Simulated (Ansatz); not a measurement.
# Arsenene bilayer (AB) in a perpendicular field, part 3 of 3

Wanted: the out-of-plane response of the arsenene bilayer (AB). A positive field points along +c.

Ansatz 0.2.0; plane-wave DFT, PBE-D3(BJ), Ansatz PAW (set soft_1); PAW set soft_1 (the session's first sound run).

So far. Step 7 (Atoms held, field -0.2 V/Å): The dipole is -0.0960 e·Å, and the gap 0.110 eV. Step 8 (Single point, field 0.35 V/Å): The dipole is 0.168 e·Å, and the gap 0.111 eV.

**9. Response, atoms held**

This step: plane-wave DFT, PBE-D3(BJ), Ansatz PAW (set soft_1); response to a field along the normal, atoms held; PAW set soft_1 (Ansatz 0.2.0).

The dipoles give the slope, and the difference of two potentials shows where the field is screened.

Numbers from this step:

- equivalent conductor thickness p/(ε₀AE): 7.439 Å
- distance between the outer atoms: 4.922 Å

Table of dipole of the cell by applied field:

| applied field (V/Å) | dipole of the cell (e·Å) |
| --- | --- |
| -0.200 | -0.0960 |
| -0.100 | -0.0480 |
| 0.000 | -1.4e-6 |
| 0.100 | 0.0480 |
| 0.200 | 0.0960 |
| 0.350 | 0.168 |

Local field over the applied field, running mean. From the potentials at -0.1 and 0.1 V/Å; running mean over 2.5 Å. The local field over applied field by z:

| z (Å) | local field over applied field |
| --- | --- |
| 4.5 | 0.996 |
| 5.0 | 0.990 |
| 5.5 | 0.976 |
| 6.0 | 0.943 |
| 6.5 | 0.872 |
| 7.0 | 0.747 |
| 7.5 | 0.583 |
| 8.0 | 0.409 |
| 8.5 | 0.243 |
| 9.0 | 0.109 |
| 9.5 | 0.0382 |
| 10.0 | 0.0179 |
| 10.5 | 0.0184 |
| 11.0 | 0.0276 |
| 11.5 | 0.0340 |
| 12.0 | 0.0258 |
| 12.5 | 0.0176 |
| 13.0 | 0.0192 |
| 13.5 | 0.0449 |
| 14.0 | 0.126 |
| 14.5 | 0.267 |
| 15.0 | 0.436 |
| 15.5 | 0.610 |
| 16.0 | 0.770 |
| 16.5 | 0.886 |
| 17.0 | 0.950 |
| 17.5 | 0.979 |
| 18.0 | 0.992 |
| 18.5 | 0.997 |

Electrons, planar mean, per unit field. Induced electron density against z:

z (Å), induced electron density (e/Å³ per V/Å) and a bar from the least value:
```
      4.5    0.00002 ###############
      5.0    0.00005 ###############
      5.5    0.00012 ################
      6.0    0.00029 ################
      6.5    0.00067 ##################
      7.0    0.00148 ######################
      7.5    0.00275 ############################
      8.0    0.00326 ##############################
      8.5    0.00139 #####################
      9.0    0.00070 ##################
      9.5    0.00071 ##################
     10.0   -0.00019 ##############
     10.5   -0.00061 ############
     11.0   -0.00024 ##############
     11.5    0.00003 ###############
     12.0    0.00027 ################
     12.5    0.00064 ##################
     13.0    0.00002 ###############
     13.5   -0.00069 ############
     14.0   -0.00079 ############
     14.5   -0.00169 #######
     15.0   -0.00332 
     15.5   -0.00255 ####
     16.0   -0.00132 #########
     16.5   -0.00059 ############
     17.0   -0.00025 ##############
     17.5   -0.00010 ###############
     18.0   -0.00004 ###############
     18.5   -0.00001 ###############
```

The smaller of the gaps on the path and on the k-mesh, counted as 0 under 0.03 eV. Table of gap by applied field:

| applied field (V/Å) | gap (eV) |
| --- | --- |
| -0.200 | 0.110 |
| -0.100 | 0.110 |
| 0.000 | 0.110 |
| 0.100 | 0.110 |
| 0.200 | 0.110 |
| 0.350 | 0.111 |

By hand: between -0.1 and 0.1 V/Å the dipole changes by 0.09592 e·Å, a slope of 0.4796 e·Å²/V. A perfect conductor of thickness t has p = ε₀AEt, so t = 180.95 × 0.4796 / 11.665 = 7.44 Å (e/ε₀ = 180.95 V·Å, A in Å²).

The induced dipole is that of a conductor 7.44 Å thick.

**10. Varying the input**

This step: plane-wave DFT, PBE-D3(BJ), Ansatz PAW (set soft_1), but for the change named below (Ansatz 0.2.0).

A run with a changed input: it repeats the earlier run at 0.1 V/Å with hamiltonian.xc from pbe to pbesol and crystal.symmetry to detect: false.

Input file input.yaml:

```yaml
crystal:
  lattice:
    - [3.6701503881, 0.0, 0.0]
    - [-1.835075194, 3.1784434718, 0.0]
    - [0.0, 0.0, 22.9217198462]
  atoms:
    - { symbol: As, position: [0.6666666667, 0.3333333333, 0.3926406945] }
    - { symbol: As, position: [0.3333333333, 0.6666666667, 0.4513507951] }
    - { symbol: As, position: [0.0, 0.0, 0.5486492049] }
    - { symbol: As, position: [0.6666666667, 0.3333333333, 0.6073593055] }
  symmetry: { detect: false }
kpoints:
  mp_grid: { grid: [18, 18, 1] }
  band_path:
    path: [[0, 0, 0], [0.5, 0, 0], [0.33333333, 0.33333333, 0], [0, 0, 0]]
    npoints: 16
hamiltonian:
  xc: pbesol
  dispersion: d3bj
  pseudopotentials: { kind: paw, azcp: { folder: soft_1 }, xc_functional: pbe }
scf:
  occupations: { method: fermi_dirac, width: 0.05 }
  convergence: { dr2_threshold: 1.0e-10 }
efield:
  axis: 3
  dipole_correction: true
  ramp_position: 0.9516
  ramp_width: 0.0969
  amplitude: 0.1
output:
  write_potential: true
  write_density: true
  volumetric_format: npy
```

On the command line:

```bash
ansatz run input.yaml --threads 4 --pin off --max-ram 6144MiB --backend cpu --events-out ev --progress --plain --runs-dir out
```

Numbers of over 12 decimals in the logs are rounded to 6 here.

What it wrote:

```text
[...]
Crystal: 4 atoms, lattice volume = 267.390 Å³
Basis set: ecut = 420 eV, 5225 PW (Γ)
Bands: 36, of which v1, the nominal top of the filled ones, is band 30 counted from 1 (29 counted from 0)
Symmetry: 1 space group operations
k-points: 164 of 324 (time reversal used)
[...]
SCF iter  11: F=-19252.807694 eV  HF=-19252.807694 eV  |F-HF|=2.18e-11  |Δ(HF+E_count)|=  1.09e-11  Δρ=6.34e-8  dr2=1.27e-11  ethr=1.00e-12  p=0.048 e·Å  D=3.24e-2 V/Å  ΔV_dip=-0.74 eV  dr2_dipole=1.62e-14  V_vac-E_F(+/−)=4.82/3.55 eV  ⟨swp⟩=6.6  Hψ=18292  notcnv=0
SCF 1 converged in 11 iterations: F = -19252.807694 eV  dr2 = 1.27e-11
[...]
SCF converged after 11 iterations
Free energy (F): -19252.807694 eV
[...]
Internal energy: -19252.802850 eV  (E = F + TS)
E sigma→0 (E₀):  -19252.805272 eV
Entropy (-TS):   -0.004844 eV (-1.211 meV/atom)
Fermi energy:    0.451273 eV
Dipole field:    D = 0.032402 V/Å  (p = 0.047880 e·Å, saw-weighted, corrected)
Work function:   not extracted (applied field tilts the vacuum); planar V_es + V_field profile in the machine report
[...]
--- Band table (eV; the first three rows and the last of 164) ---
  k-point 0: bands = [... 26 lower, -1.2222, -1.0349, -1.0349, 0.0102, 0.5699, 1.8872, 1.8872, 2.4923, ... 2 higher]
  k-point 1: bands = [... 26 lower, -1.3923, -1.3646, -1.0696, 0.2886, 0.9812, 1.6383, 1.9807, 2.7132, ... 2 higher]
  k-point 2: bands = [... 26 lower, -1.6681, -1.5744, -1.2266, 0.3168, 1.1566, 2.1489, 2.2091, 2.4540, ... 2 higher]
  k-point 163: bands = [... 26 lower, -3.2563, -2.9475, -2.5523, -1.4395, 0.6871, 1.5170, 2.0999, 2.6187, ... 2 higher]
```

Elapsed: 59 s, on 4 threads of Arm Neoverse V1, shared host; peak memory 1.7 GiB; 3.9 min of CPU time.

Numbers from this step:

- energy at zero smearing: -19252.8053 eV
- dipole along the normal: 0.04788 e·Å
- gap along the path: 0.05441 eV
- smallest direct gap along the path: 0.5598 eV
- gap, the smaller of path and mesh: 0.05441 eV

Electronic bands along the path, in eV, zero at the Fermi level of the run, which the smearing sets inside the gap:

| point | band 27 | band 28 | band 29 | band 30 | band 31 | band 32 | band 33 | band 34 |
| --- | --- | --- | --- | --- | --- | --- | --- | --- |
| Γ | -1.67 | -1.49 | -1.49 | -0.44 | 0.12 | 1.44 | 1.44 | 2.04 |
| halfway | -2.98 | -2.34 | -2.18 | -1.31 | 0.46 | 1.78 | 2.22 | 2.47 |
| M | -3.71 | -3.40 | -3.00 | -1.89 | 0.24 | 1.07 | 1.65 | 2.17 |
| halfway | -4.18 | -4.04 | -2.79 | -1.98 | 0.71 | 1.83 | 1.87 | 2.96 |
| K | -3.95 | -3.34 | -3.33 | -2.61 | 1.19 | 1.20 | 2.26 | 4.04 |
| halfway | -3.66 | -3.51 | -1.96 | -1.00 | 0.88 | 1.90 | 2.35 | 2.55 |
| Γ | -1.67 | -1.49 | -1.49 | -0.44 | 0.12 | 1.44 | 1.44 | 2.04 |

| quantity | this run | earlier run | difference |
| --- | --- | --- | --- |
| dipole along the normal (e·Å) | 0.04788 | 0.04796 | -7.8e-5 |
| gap along the path (eV) | 0.05441 | 0.1102 | -0.056 |
| smallest direct gap along the path (eV) | 0.5598 | 0.5994 | -0.040 |

What moves beyond 0.01 in its unit (for the dipole 0.5 % and 5e-5 e·Å): gap along the path (-0.0558 eV) and smallest direct gap along the path (-0.0396 eV).

**11. Summary of results**

```json
{
  "gap without field": "0.110 eV",
  "ionisation energy, upper face": "4.19 eV",
  "electron affinity, upper face": "4.08 eV",
  "equivalent conductor thickness, atoms held": "7.44 Å"
}
```

What this shows: The induced dipole equals that of a perfect conductor 7.44 Å thick, while the outer atoms lie 4.92 Å apart; an out-of-plane ε follows only once a thickness t is chosen, by 1 − 1/ε = 7.44 Å / t. The gap stays within 0.01 eV of 0.11 eV over the fields run, up to 0.35 V/Å in size. Semilocal functionals give gaps that are too small, and excitons are not included. Spin-orbit coupling is left out. After relaxation neighbouring layers come as close as 2.2 Å along the normal, so they are bonded in part and no longer a van der Waals stack.

[Logs are printed without paths, hosts, clocks, repeated set-up lines and the standing remarks that a program may print on its own settings, such as how far it seeks lower states.]

[Hosts, paths, dates, database ids (printed as entryN), source tags and the programs' standing remarks are cut or masked in the printed files.]

[Maps of the electrostatic potential energy from Ansatz leave out the sawtooth potential of an applied field or a dipole correction, so their vacuum need not be flat; planar profiles and work functions include it.]
